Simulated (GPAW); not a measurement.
**Dielectric function and optical constants of V**

Aim: the dielectric function of V, and the optical constants that follow from it.

Method: DFT, PBE, plane-wave PAW (GPAW data sets), scalar-relativistic, RPA, optical limit, in GPAW 26.7.0.

### 1. Starting point

It takes space group Im-3m (No. 229, cubic). Conventional cell: a = 3.029 Å, b = 3.029 Å, c = 3.029 Å, α = 90.00°, β = 90.00°, γ = 90.00°. Nearest to V lie 8 V at 2.62 Å.

Coordinates:

```xyz
1
Lattice="-1.5144 1.5144 1.5144 1.5144 -1.5144 1.5144 1.5144 1.5144 -1.5144" Properties=species:S:1:pos:R:3 pbc="T T T"
V     0.0000    0.0000    0.0000
```

### 2. Bands for the response

The response needs many more empty bands than the density does.

This step: DFT, PBE, plane-wave PAW (GPAW data sets), scalar-relativistic, bands at fixed density (GPAW 26.7.0).

The input, nscf.py:

```python
from ase.dft.bandgap import bandgap
from gpaw import GPAW, FermiDirac

calc = GPAW('gs.gpw').fixed_density(kpts={'size': (20, 20, 20), 'gamma': True}, nbands=23, convergence={'bands': 17},
                                    occupations=FermiDirac(0.05), txt='nscf.txt')
print('gap (eV)', bandgap(calc, output=None)[0])
print('direct gap (eV)', bandgap(calc, direct=True, output=None)[0])
print('top band over the Fermi level (eV)', min(calc.get_eigenvalues(kpt=k)[16] for k in range(len(calc.get_ibz_k_points()))) - calc.get_fermi_level())
calc.write('full.gpw', mode='all')
```

Command:

```console
> OMP_NUM_THREADS=1 python nscf.py
```

Numbers of over 12 decimals in the logs are rounded to 6 here.

The program printed:

```text
Diagonalizing LCAO Hamiltonian
Converting LCAO to pw mode
convergence criteria:
- Maximum integral of absolute [eigenst]ate change: 4e-08 eV^2 / valence electron
maximum number of iterations: 150

SCF iterations
|iter     |      energy | eigst |  dens |
|iter:   1||             | +2.55 |       |
|iter:   2||             | +0.05 |       |
|iter:   3||             | -1.79 |       |
|iter:   4||             | -4.68 |       |
|iter:   5||             | -6.42 |       |
|iter:   6||             | -8.28c|       |
SCF steps: 6
  __  _  _
 | _ |_)|_||  |
 |__||  | ||/\| - 26.7.0

Versions:
  Python: 3.12.14
  ASE:    3.29.0
  Numpy:  2.5.5
  Scipy:  1.18.1
  Libxc:  7.0.0

Input parameters:
  mode=PW(ecut=500.0),
  convergence={'bands': 17},
  gpts=array([14, 14, 14]),
  kpts=MonkhorstPack(size=(20, 20, 20), gamma=True),
  maxiter=150,
  nbands=23,
  occupations=Occupations(name='fermi-dirac', width=0.05, fixmagmom=False),
  parallel={},
  xc=XC(name='PBE')

--- standard output ---
gap (eV) 0.0
direct gap (eV) 0.0
top band over the Fermi level (eV) 28.415409
```

The job ended after 21 s (1 thread of Arm Neoverse V2, shared host; peak memory 0.18 GiB).

This run has no spin polarisation, although V can carry a moment.

### 3. Dielectric function, RPA

Transitions between filled and empty bands, summed over the zone, give the optical response, so mesh, band count and broadening shape it.

The induced potential is part of this response.

This step: DFT, PBE, plane-wave PAW (GPAW data sets), scalar-relativistic, RPA, optical limit (GPAW 26.7.0).

The input, df.py:

```python
from gpaw.response.df import DielectricFunction

df = DielectricFunction('full.gpw', frequencies={'type': 'nonlinear', 'domega0': 0.03, 'omega2': 8},
                        ecut=50,
                        eta=0.15,
                        nbands=17,
                        rate=0.05,
                        txt='df.txt')
for direction in ['x']:
    df.get_dielectric_function(xc='RPA', direction=direction, filename=f'df_{direction}.csv')
```

Command:

```console
> OMP_NUM_THREADS=1 python df.py
```

The program printed:

```text
Using integrator: PointIntegrator
NonLinearFrequencyDescriptor(from 0.000 to 106.549 eV, 546 points)
Nonperiodic BCs:  [False False False]
Using integrator: PointIntegrator
NonLinearFrequencyDescriptor(from 0.000 to 106.549 eV, 546 points)
Nonperiodic BCs:  [False False False]
Using integrator: PointIntegrator

Calculating chi0 body with:
    Ground state adapter containing:
    Number of spins: 1
    Number of kpoints: 8000
    Number of irreducible kpoints: 256
    Number of completely occupied states: 5
    Number of partially occupied states: 8

    Linear response parametrization:
    q_c: [0.0, 0.0, 0.0]
    Number of frequency points: 546
    Planewave cutoff: 50.0
    Number of bands: 17
    Number of planewaves: 13
    Broadening (eta): 0.15

Integrating chi0 body.

Symmetries of q_c:
    Direct symmetries (Uq -> q): 48
    Indirect symmetries (TUq -> q): 0
In total 48 allowed symmetries.

256 groups of equivalent kpoints. 96.8% reduction.

Integral kind: spectral function

Calculating chi0 optical extensions with:
    Ground state adapter containing:
    Number of spins: 1
    Number of kpoints: 8000
    Number of irreducible kpoints: 256
    Number of completely occupied states: 5
    Number of partially occupied states: 8

    Linear response parametrization:
    Number of frequency points: 546
    Planewave cutoff: 50.0
    Number of bands: 17
    Number of planewaves: 13
    Broadening (eta): 0.15
Integrating chi0 head and wings.

Symmetries of q_c:
    Direct symmetries (Uq -> q): 48
    Indirect symmetries (TUq -> q): 0
In total 48 allowed symmetries.

256 groups of equivalent kpoints. 96.8% reduction.

Integral kind: spectral function wings

Calculating drude chi0 with:
    Number of frequency points:546
    Plasma frequency decay rate: 0.05 eV

    Ground state adapter containing:
    Number of spins: 1
    Number of kpoints: 8000
    Number of irreducible kpoints: 256
    Number of completely occupied states: 5
    Number of partially occupied states: 8

Symmetries of q_c:
    Direct symmetries (Uq -> q): 48
    Indirect symmetries (TUq -> q): 0
In total 48 allowed symmetries.

256 groups of equivalent kpoints. 96.8% reduction.

Integral kind: intraband
Plasma frequency:
[[6.73+0.j 0.  +0.j 0.  +0.j]
 [0.  +0.j 6.73+0.j 0.  -0.j]
 [0.  +0.j 0.  -0.j 6.73+0.j]]
```

The job ended after 7.1 s (1 thread; peak memory 0.19 GiB).

Read-outs, printed or worked out from the files:

* centre of weight of the strongest loss peak in the window: 9.603 eV

Some rows of df_x.csv (energy; Re and Im without local fields; Re and Im with them):

```text
0.000000, 18171.112018, 0.000000, 18171.102842, 0.000000
0.460735, -184.586695, 51.171812, -184.595945, 51.173368
0.943989, -29.247200, 13.246154, -29.257998, 13.249907
1.451455, 0.502359, 12.609504, 0.491242, 12.611197
1.984998, 4.429624, 18.284983, 4.420275, 18.286412
2.546682, 7.031997, 20.203853, 7.032831, 20.209030
3.138794, 0.027231, 27.413225, 0.040863, 27.455420
3.763875, -10.590856, 18.380585, -10.626277, 18.404972
4.424758, -10.079562, 8.317354, -10.112291, 8.332106
5.124608, -5.965609, 4.593250, -6.004744, 4.602858
5.866977, -2.767297, 3.295147, -2.806421, 3.295757
6.655862, -4.025524, 5.148607, -4.051623, 5.134253
7.495775, -3.344500, 2.370549, -3.361225, 2.364661
8.391833, -2.034664, 1.235114, -2.049107, 1.232102
9.349861, -0.670197, 0.682372, -0.677857, 0.683933
10.376517, 0.099603, 1.465186, 0.096564, 1.480008
11.479449, 0.287415, 1.568696, 0.281742, 1.594028
12.667487, -0.173417, 1.888984, -0.188485, 1.942649
13.950874, -0.435023, 1.451089, -0.491345, 1.508691
```

Sum at mesh points, not converged in k. Im ε, E ∥ x against photon energy; read off at these points:

```
photon energy (eV)  Im ε, E ∥ x
              0.50         41.4
              1.00         12.6
              1.50         13.1
              2.00         18.2
              2.50         20.0
              3.00         26.6
              3.14         27.5
              3.50         23.0
              4.00         13.7
              4.50         7.45
              5.00         4.96
              5.50         3.65
              6.00         3.60
              6.39         6.00
              6.50         5.86
              7.00         3.33
              7.50         2.36
              8.00         1.70
              8.50         1.18
              9.00        0.857
              9.50        0.643
             10.00         1.65
             10.50         1.63
             11.00         1.56
             11.50         1.61
             12.00         2.18
             12.50         1.90
             13.00         1.73
             13.50         1.66
```

Values under 1 per cm are given as 1; sum at mesh points, not converged in k. Absorption coefficient, E ∥ x against photon energy:

photon energy (eV), log10 absorption coefficient, E ∥ x (1/cm) and a bar from the least value:
```
    0.492        5.8 ###########
    1.010        5.7 #######
    1.486        5.6 
    1.985        5.7 ########
    2.508        5.8 #############
    3.018        6.0 ######################
    3.510        6.2 ############################
    3.980        6.2 ##############################
    4.516        6.2 #############################
    4.981        6.1 ###########################
    5.515        6.1 #########################
    6.021        6.0 ######################
    6.494        6.2 ############################
    6.985        6.2 #############################
    7.496        6.2 ############################
    8.026        6.1 ###########################
    8.516        6.1 #########################
    9.023        6.0 ######################
    9.483        5.9 ##############
   10.026        5.9 ##################
   10.519        6.0 ###################
   11.029        6.0 ####################
   11.479        6.0 ####################
   12.023        6.1 #########################
   12.504        6.1 ##########################
   13.000        6.1 ###########################
   13.512        6.2 ############################
```

Sum at mesh points, not converged in k. Reflectivity at normal incidence, E ∥ x against photon energy; read off at these points:

photon energy (eV), reflectivity at normal incidence, E ∥ x (%) and a bar from the least value:
```
     0.50       96.0 ##############################
     1.00       83.5 #########################
     1.50       44.2 ###########
     2.00       48.7 #############
     2.50       49.4 #############
     3.00       56.1 ###############
     3.50       63.9 ##################
     4.00       69.7 ####################
     4.50       70.9 #####################
     5.00       66.9 ###################
     5.50       60.7 #################
     6.00       42.8 ##########
     6.50       49.2 #############
     7.00       60.5 #################
     7.50       61.4 #################
     8.00       61.2 #################
     8.15       62.7 ##################
     8.50       59.9 #################
     9.00       54.4 ###############
     9.50       34.1 #######
    10.00       14.8 
    10.50       15.8 
    10.81       20.7 ##
    11.00       18.3 #
    11.50       14.5 
    12.00       19.2 ##
    12.50       23.0 ###
    13.00       24.7 ####
    13.50       26.1 ####
```

Sum at mesh points, not converged in k. Im ε, E ∥ x against photon energy; read off at these points:

```
photon energy (eV)  without local fields  with local fields
              0.50                  41.4               41.4
              1.00                  12.6               12.6
              1.50                  13.1               13.1
              2.00                  18.2               18.2
              2.50                  20.0               20.0
              3.00                  26.6               26.6
              3.14                  27.4               27.5
              3.50                  23.0               23.0
              4.00                  13.7               13.7
              4.50                  7.44               7.45
              5.00                  4.95               4.96
              5.50                  3.65               3.65
              6.00                  3.60               3.60
              6.39                  6.01               6.00
              6.50                  5.87               5.86
              7.00                  3.34               3.33
              7.50                  2.36               2.36
              8.00                  1.71               1.70
              8.50                  1.19               1.18
              9.00                 0.855              0.857
              9.50                 0.641              0.643
             10.00                  1.64               1.65
             10.50                  1.61               1.63
             11.00                  1.54               1.56
             11.50                  1.59               1.61
             12.00                  2.13               2.18
             12.50                  1.85               1.90
             13.00                  1.67               1.73
             13.50                  1.60               1.66
```

The loss function −Im 1/ε at q → 0, E ∥ x has structure finer than the step of the table below, so its rows give means over 0.5 eV, whole bins alone (the curve runs from 0.305 to 14.0 eV). Peaks (eV: height): 9.62: 1.45.

Sum at mesh points, not converged in k. Loss function −Im 1/ε at q → 0, E ∥ x against energy loss; means over each step:

```
energy loss (eV)  loss function −Im 1/ε at q → 0, E ∥ x
             1.0                                 0.0229
             1.5                                 0.0683
             2.0                                 0.0522
             2.5                                 0.0448
             3.0                                 0.0375
             3.5                                 0.0382
             4.0                                 0.0418
             4.5                                 0.0519
             5.0                                 0.0740
             5.5                                  0.115
             6.0                                  0.191
             6.5                                  0.135
             7.0                                  0.124
             7.5                                  0.140
             8.0                                  0.171
             8.5                                  0.230
             9.0                                  0.398
             9.5                                   1.05
            10.0                                  0.661
            10.5                                  0.608
            11.0                                  0.616
            11.5                                  0.577
            12.0                                  0.467
            12.5                                  0.498
            13.0                                  0.539
            13.5                                  0.570
```

At chosen wavelengths:

```
wavelength (nm)     n      k  R (%)     1/α
           1064  1.56  3.784   70.0   22 nm
            800  2.96  2.332   44.0   27 nm
            532  3.67  2.413   46.9   18 nm
            450  3.91  2.849   51.5   13 nm
            365  3.09  4.060   62.8  7.2 nm
            248  0.91  2.717   66.9  7.3 nm
            193  1.38  2.162   46.6  7.1 nm
```

A polished face would reflect 47 % of daylight and look light grey (CIE x = 0.308, y = 0.317 under D65).

### 4. What came out

```
centre of weight of the strongest loss peak in the window, first axis : 9.60 eV
```

What this shows: At this level (PBE, RPA) V is a metal. The mesh is too coarse to trust the carriers' weight, the reflectivity or the colour to better than tens of per cent. A polished face would reflect 47 % of daylight and look light grey (CIE x = 0.308, y = 0.317 under D65). The carriers' damping of 0.05 eV is typed, not computed; it shapes the response at the lowest energies. The run has no spin polarisation; magnetic order or correlation, untested here, could change the spectrum. In this version of GPAW the matrix elements of the optical limit are incomplete, which can lower ε − 1 by up to a tenth where first-row anions or d states rule, and shift it by more in d metals. GPAW's carrier term has the form −ωp²/(ω + i·rate)², which damps like twice the rate and fails at low energy, so the curves leave the lowest energies out. The sum runs over mesh points 0.15 Å⁻¹ apart with no interpolation, so peaks are partly noise of the mesh, and the Drude plasma energy, a sum over the Fermi surface, isn't converged.

[Machine, clock and banner lines and Python warnings are left out of the logs.]

[Logs are printed without paths, hosts, clocks, repeated set-up lines and the standing remarks that a program may print on its own settings, such as how far it seeks lower states.]

[Hosts, paths, dates, database ids (printed as entryN), source tags and the programs' standing remarks are cut or masked in the printed files.]
